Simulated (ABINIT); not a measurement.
# WS2 (Tungstenite): zone-centre phonons

Aim: the zone-centre modes of WS2 (Tungstenite).

Program: ABINIT 10.8.3. Level of theory: DFT LDA, scalar-relativistic, plane waves, PseudoDojo norm-conserving pseudopotentials. Results are calculated unless marked as measured.

Report form: the programs' logs are mostly left out.

## Step 1: The structure

It takes space group P6_3/mmc (No. 194, hexagonal). Conventional cell: a = 3.153 Å, b = 3.153 Å, c = 12.323 Å, α = 90.00°, β = 90.00°, γ = 120.00°. Nearest to W lie 6 S at 2.40 Å. S has 3 W at 2.40 Å nearest. Farther neighbours and most contacts between anions are not listed.

Structure file:

```
W S
1.0
     3.15320    0.00000    0.00000
    -1.57660    2.73075    0.00000
     0.00000    0.00000   12.32300
W S
2 4
Direct
  0.33333 0.66667 0.25000
  0.66667 0.33333 0.75000
  0.33333 0.66667 0.62250
  0.66667 0.33333 0.12250
  0.33333 0.66667 0.87750
  0.66667 0.33333 0.37750
```

## Step 2: A first look

A first run with smearing and empty bands tells whether the crystal has a gap, which decides between fixed occupations and smearing later on.

The input, probe.abi:

```
# ground state
tolvrs 1.0d-08
prtden 1
prtwf 1

# basis, mesh and filling
ecut 29.0
ngkpt 6 6 2
nshiftk 1
shiftk 0.0 0.0 0.0
istwfk *1
occopt 7
tsmear 0.005
nband 36
nstep 100
diemac 9.0
prtebands 0
prtgsr 0
useylm 1

# cell and atoms
acell 3*1.0 Angstrom
rprim 
    3.1532 0.0 0.0
    -1.5766 2.730751303 0.0
    0.0 0.0 12.323
ntypat 2
znucl 74 16
natom 6
typat 1 1 2 2 2 2
xred 
    1/3 2/3 0.25
    2/3 1/3 0.75
    1/3 2/3 0.6225000000
    2/3 1/3 0.1225000000
    1/3 2/3 0.8775000000
    2/3 1/3 0.3775000000
pp_dirpath "./pseudo"
pseudos "W.upf, S.upf"
```

Started as:

```console
OMP_NUM_THREADS=1 mpirun -n 4 abinit probe.abi > probe.log
```

Wall time 57 s (4 MPI ranks of Intel Xeon Platinum 8259CL at 2.50GHz (Skylake/Cascade Lake), shared host); 3.8 min of CPU time.

Numbers from this step:

| Quantity | Value |
| --- | --- |
| volume per atom | 17.68 Å³ |
| pressure | -4.425 GPa |
| gap on the k-mesh | 0.9078 eV |

A gap of 0.91 eV opens on this mesh, so the crystal is taken as an insulator; the printed pressure holds the stress of the finite basis too.

## Step 3: Relaxation

The harmonic expansion needs vanishing forces, and a free crystal bears no stress, so cell and atoms are brought to rest. Stress is more sensitive to the basis than forces are: the last 3 Ha under the cutoff are smoothed with ecutsm, and the cutoff is raised above that of the later runs.

The input, relax.abi:

```
# relaxation
ionmov 2
optcell 2
dilatmx 1.08
ntime 40
tolmxf 1.0d-05
tolvrs 1.0d-14
prtwf 0
prtden 0
chksymtnons 0

# basis, mesh and filling
ecut 36.0
ecutsm 3.0
ngkpt 9 9 2
nshiftk 1
shiftk 0.0 0.0 0.0
istwfk *1
occopt 1
nband 26
nstep 100
diemac 9.0
prtebands 0
prtgsr 0
useylm 1

# cell and atoms
acell 3*1.0 Angstrom
rprim 
    3.1532 0.0 0.0
    -1.5766 2.730751303 0.0
    0.0 0.0 12.323
ntypat 2
znucl 74 16
natom 6
typat 1 1 2 2 2 2
xred 
    1/3 2/3 0.25
    2/3 1/3 0.75
    1/3 2/3 0.6225000000
    2/3 1/3 0.1225000000
    1/3 2/3 0.8775000000
    2/3 1/3 0.3775000000
pp_dirpath "./pseudo"
pseudos "W.upf, S.upf"
```

Started as:

```console
OMP_NUM_THREADS=1 mpirun -n 4 abinit relax.abi > relax.log
```

Run time: 26 min. Hardware: 4 MPI ranks.

Step by step:

| step | energy less that of the first step (eV) | largest force (eV/Å) | volume (Å³) |
| --- | --- | --- | --- |
| 1 | 0.0000 | 0.3891 | 106.11 |
| 2 | -0.0285 | 0.0810 | 104.75 |
| 3 | -0.0333 | 0.0812 | 103.92 |
| 4 | -0.0338 | 0.0717 | 103.83 |
| 5 | -0.0345 | 0.0222 | 103.63 |
| 6 | -0.0345 | 0.0185 | 103.61 |
| 7 | -0.0352 | 0.0212 | 103.21 |
| 8 | -0.0355 | 0.0231 | 102.94 |
| 9 | -0.0355 | 0.0083 | 102.81 |
| 10 | -0.0356 | 0.0011 | 102.81 |
| 11 | -0.0356 | 0.0000 | 102.82 |

| conventional cell, symmetrised | before | after | change |
| --- | --- | --- | --- |
| a (Å) | 3.153 | 3.125 | -0.9 % |
| b (Å) | 3.153 | 3.125 | -0.9 % |
| c (Å) | 12.323 | 12.157 | -1.3 % |
| volume (Å³/atom) | 17.68 | 17.14 | -3.1 % |

The atoms that moved most (Å, as changes of fractional coordinates times the final cell):

| atom | dx | dy | dz | length |
| --- | --- | --- | --- | --- |
| S3 | 0.000 | 0.000 | -0.011 | 0.011 |
| S5 | 0.000 | 0.000 | 0.011 | 0.011 |
| S6 | 0.000 | 0.000 | 0.011 | 0.011 |
| S4 | 0.000 | 0.000 | -0.011 | 0.011 |

The relaxed structure:

```cif
data_structure
_symmetry_space_group_name_H-M 'P 1'
_symmetry_Int_Tables_number 1
_cell_length_a 3.1250
_cell_length_b 3.1250
_cell_length_c 12.1570
_cell_angle_alpha 90.000
_cell_angle_beta 90.000
_cell_angle_gamma 120.000
_cell_volume 102.82
loop_
_atom_site_label
_atom_site_type_symbol
_atom_site_fract_x
_atom_site_fract_y
_atom_site_fract_z
_atom_site_occupancy
W1 W 0.33333 0.66667 0.25000 1
W2 W 0.66667 0.33333 0.75000 1
S3 S 0.33333 0.66667 0.62159 1
S4 S 0.66667 0.33333 0.12159 1
S5 S 0.33333 0.66667 0.87841 1
S6 S 0.66667 0.33333 0.37841 1
```

Read from the output:

```yaml
volume_per_atom: 17.14 Å³
pressure: -1.13e-4 GPa
```

The volume changes by -3.1 % in this run and stands -3.1 % from the first cell.

## Step 4: Ground state

First-order wavefunctions inherit every error of the ground state, hence the very tight tolvrs. The mesh is shifted off Γ, since shifted meshes converge sums over the zone faster.

The input, gs.abi:

```
# ground state
tolvrs 1.0d-16
prtden 1
prtwf 1

# basis, mesh and filling
ecut 29.0
ngkpt 9 9 2
nshiftk 1
shiftk 0.0 0.0 0.5
istwfk *1
occopt 1
nband 26
nstep 100
diemac 9.0
prtebands 0
prtgsr 0
useylm 1

# cell and atoms
acell 3*1.0 Angstrom
rprim 
    3.125026488 0.0 0.0
    -1.562513244 2.706352326 0.0
    0.0 0.0 12.15698767
ntypat 2
znucl 74 16
natom 6
typat 1 1 2 2 2 2
xred 
    1/3 2/3 0.25
    2/3 1/3 0.75
    1/3 2/3 0.6215890696
    2/3 1/3 0.1215890696
    1/3 2/3 0.8784109304
    2/3 1/3 0.3784109304
pp_dirpath "./pseudo"
pseudos "W.upf, S.upf"
```

Started as:

```console
OMP_NUM_THREADS=1 mpirun -n 4 abinit gs.abi > gs.log
```

Run time: 67 s. Hardware: 4 MPI ranks.

Numbers from this step:

* pressure: -0.2439 GPa

The cell stands at -0.24 GPa: the relaxation ran with a smoothed and higher cutoff and on another k mesh.

## Step 5: The gap at rest

Empty bands on the ground state's density check that the gap assumed so far is there in this cell.

The input, gap.abi:

```
# empty bands on the ground state's density
iscf -2
getden_filepath "gso_DEN"
tolwfr 1.0d-12
nbdbuf 2
prtwf 0

# basis, mesh and filling
ecut 29.0
ngkpt 9 9 2
nshiftk 1
shiftk 0.0 0.0 0.0
istwfk *1
occopt 1
nband 30
nstep 100
diemac 9.0
prtebands 0
prtgsr 0
useylm 1

# cell and atoms
acell 3*1.0 Angstrom
rprim 
    3.125026488 0.0 0.0
    -1.562513244 2.706352326 0.0
    0.0 0.0 12.15698767
ntypat 2
znucl 74 16
natom 6
typat 1 1 2 2 2 2
xred 
    1/3 2/3 0.25
    2/3 1/3 0.75
    1/3 2/3 0.6215890696
    2/3 1/3 0.1215890696
    1/3 2/3 0.8784109304
    2/3 1/3 0.3784109304
pp_dirpath "./pseudo"
pseudos "W.upf, S.upf"
```

Started as:

```console
OMP_NUM_THREADS=1 mpirun -n 4 abinit gap.abi > gap.log
```

It took 2.1 min on 4 MPI ranks; 8.3 min of CPU time.

Numbers from this step:

| Property | Result |
| --- | --- |
| gap on the k-mesh | 0.9627 eV |

In this cell the gap on the mesh is 0.96 eV, indirect (smallest direct 1.9 eV), so fixed occupations hold.

## Step 6: Zone-centre response

The derivative of the wavefunctions by k comes first, since the response to a field is built on it; then the field and the displacements that symmetry doesn't supply are solved at q = 0.

It reads the wavefunctions written in step 4.

The input, dfpt_gamma.abi:

```
ndtset 2

# common to the responses
getwfk_filepath "gso_WFK"
kptopt 2
nqpt 1
qpt 0.0 0.0 0.0
asr 0
chneut 0

# d/dk
rfelfd1 2
rfdir1 1 1 1
iscf1 -3
tolwfr1 1.0d-20

# displacements, field
rfphon2 1
rfatpol2 1 6
rfdir2 1 1 1
rfelfd2 3
getddk2 1
tolvrs2 1.0d-10
prtwf2 0

# basis, mesh and filling
ecut 29.0
ngkpt 9 9 2
nshiftk 1
shiftk 0.0 0.0 0.5
istwfk *1
occopt 1
nband 26
nstep 100
diemac 9.0
prtebands 0
prtgsr 0
useylm 1

# cell and atoms
acell 3*1.0 Angstrom
rprim 
    3.125026488 0.0 0.0
    -1.562513244 2.706352326 0.0
    0.0 0.0 12.15698767
ntypat 2
znucl 74 16
natom 6
typat 1 1 2 2 2 2
xred 
    1/3 2/3 0.25
    2/3 1/3 0.75
    1/3 2/3 0.6215890696
    2/3 1/3 0.1215890696
    1/3 2/3 0.8784109304
    2/3 1/3 0.3784109304
pp_dirpath "./pseudo"
pseudos "W.upf, S.upf"
```

Started as:

```console
OMP_NUM_THREADS=1 mpirun -n 4 abinit dfpt_gamma.abi > dfpt_gamma.log
```

The job ended after 40 min (4 MPI ranks).

This step gave:

```
miss of the charge sum rule                                       : 0.02183 e
largest acoustic frequency at the zone centre before the sum rule : 0.28 cm⁻¹
highest optical zone-centre mode (no LO-TO term)                  : 441.6 cm⁻¹
lowest optical zone-centre mode                                   : 28.07 cm⁻¹
mean high-frequency dielectric constant                           : 11.69
largest Born charge in size (third of the trace)                  : 0.6802 e
```

Born charge (rows field, columns displacement), before the sum rule (e), principal values of the symmetric part by kind of site:

| atom | atoms with these values | low | middle | high | mean |
| --- | --- | --- | --- | --- | --- |
| W1 | 2 | -0.7202 | -0.7202 | -0.6003 | -0.6802 |
| S3 | 4 | 0.3056 | 0.3555 | 0.3555 | 0.3389 |

In full for W1:

```
-0.7202  0.0000  0.0000
 0.0000 -0.7202  0.0000
 0.0000  0.0000 -0.6003
```

High-frequency dielectric tensor:

```
14.17  0.00  0.00
 0.00 14.17  0.00
 0.00  0.00  6.72
```

The acoustic modes at Γ come out as far as 0.3 cm⁻¹ from zero, where they should vanish, a small numerical error; the Born charges miss their sum rule by 0.022 e, which is fair.

## Step 7: Modes with the sum rule

anaddb reads the merged derivatives, imposes the acoustic sum rule and charge neutrality, and adds the LO-TO term along chosen directions.

The input, anaddb.abi:

```
ddb_filepath "gamma_DDB"
output_file "anaddb.abo"
outdata_prefix "anaddb"
asr 1
chneut 1
enunit 2
eivec 1
nph1l 1
qph1l 0.0 0.0 0.0 1.0
dieflag 1
nph2l 3
qph2l 
    1.0 0.0 0.0 0.0
    0.0 0.0 1.0 0.0
    1.0 1.0 1.0 0.0
```

The input, mrgddb.in:

```
gamma_DDB
merged
2
dfpt_gammao_DS2_DDB
gso_DDB
```

Started as:

```console
mrgddb < mrgddb.in > mrgddb.log
OMP_NUM_THREADS=1 anaddb anaddb.abi > anaddb.log
```

Run time: 0.79 s. Hardware: 1 thread.

This step gave:

```yaml
mean_static_dielectric_constant: 11.75
highest_mode_moved_by_the_lo_to_term: 439.2 cm⁻¹
```

No LO-TO term; unit eigenvectors of the mass-weighted matrix, from anaddb's displacements. The modes at Γ (shares of kinetic energy by element, %):

| mode | frequency (cm⁻¹) | W % | S % |
| --- | --- | --- | --- |
| 1 | 0.0 | 74 | 26 |
| 2 | 0.0 | 74 | 26 |
| 3 | 0.0 | 74 | 26 |
| 4 | 28.1 | 74 | 26 |
| 5 | 28.1 | 74 | 26 |
| 6 | 43.6 | 75 | 25 |
| 7 | 297.8 | 0 | 100 |
| 8 | 297.8 | 0 | 100 |
| 9 | 300.3 | 0 | 100 |
| 10 | 300.3 | 0 | 100 |
| 11 | 358.5 | 26 | 74 |
| 12 | 358.5 | 26 | 74 |
| 13 | 358.6 | 26 | 74 |
| 14 | 358.6 | 26 | 74 |
| 15 | 419.2 | 0 | 100 |
| 16 | 423.0 | 0 | 100 |
| 17 | 437.9 | 26 | 74 |
| 18 | 441.6 | 25 | 75 |

Displacements in mode 4 (28.1 cm⁻¹), the largest set to 1:
```
W1   0.00 -1.00  0.00
W2   0.00  1.00  0.00
S3   0.00  0.99  0.00
S4   0.00 -0.99  0.00
S5   0.00  0.99  0.00
S6   0.00 -0.99  0.00
```

Displacements in mode 10 (300.3 cm⁻¹), the largest set to 1:
```
W1   0.00  0.00  0.00
W2   0.00  0.00  0.00
S3   0.00  1.00  0.00
S4   0.00  1.00  0.00
S5   0.00 -1.00  0.00
S6   0.00 -1.00  0.00
```

Static dielectric tensor (ions relaxed, fixed cell):

```
14.25  0.00  0.00
 0.00 14.25  0.00
 0.00  0.00  6.76
```

The rule moves no optical mode by more than 0.1 cm⁻¹.

## Step 8: Summary of results

| Quantity | Value |
| --- | --- |
| space group after relaxation | P6_3/mmc |
| volume per atom | 17.1 Å³ |
| highest optical zone-centre mode (no LO-TO term) | 441.6 cm⁻¹ |
| lowest optical zone-centre mode | 28.1 cm⁻¹ |
| highest mode moved by the LO-TO term | 439.2 cm⁻¹ |
| mean high-frequency dielectric constant | 11.7 |
| largest Born charge in size (third of the trace) | 0.680 e |
| mean static dielectric constant | 11.8 |
| imaginary optical modes at the zone centre (no q mesh in this session) | none |

At the LDA level the optical modes of WS2 (Tungstenite) at the zone centre (no LO-TO term) run from 28 to 442 cm⁻¹. Along the directions run, the highest mode that the macroscopic field moves lies at 439 cm⁻¹. These are harmonic frequencies at zero temperature: anharmonic shifts and linewidths and thermal expansion are left out. Spin-orbit coupling is left out, which can matter for the heavy elements here.

[Host names and launcher messages were left out of these logs when they were recorded.]

[Logs are printed without paths, hosts, clocks, repeated set-up lines and the standing remarks that a program may print on its own settings, such as how far it seeks lower states.]

[Hosts, paths, dates, database ids (printed as entryN), source tags and the programs' standing remarks are cut or masked in the printed files.]
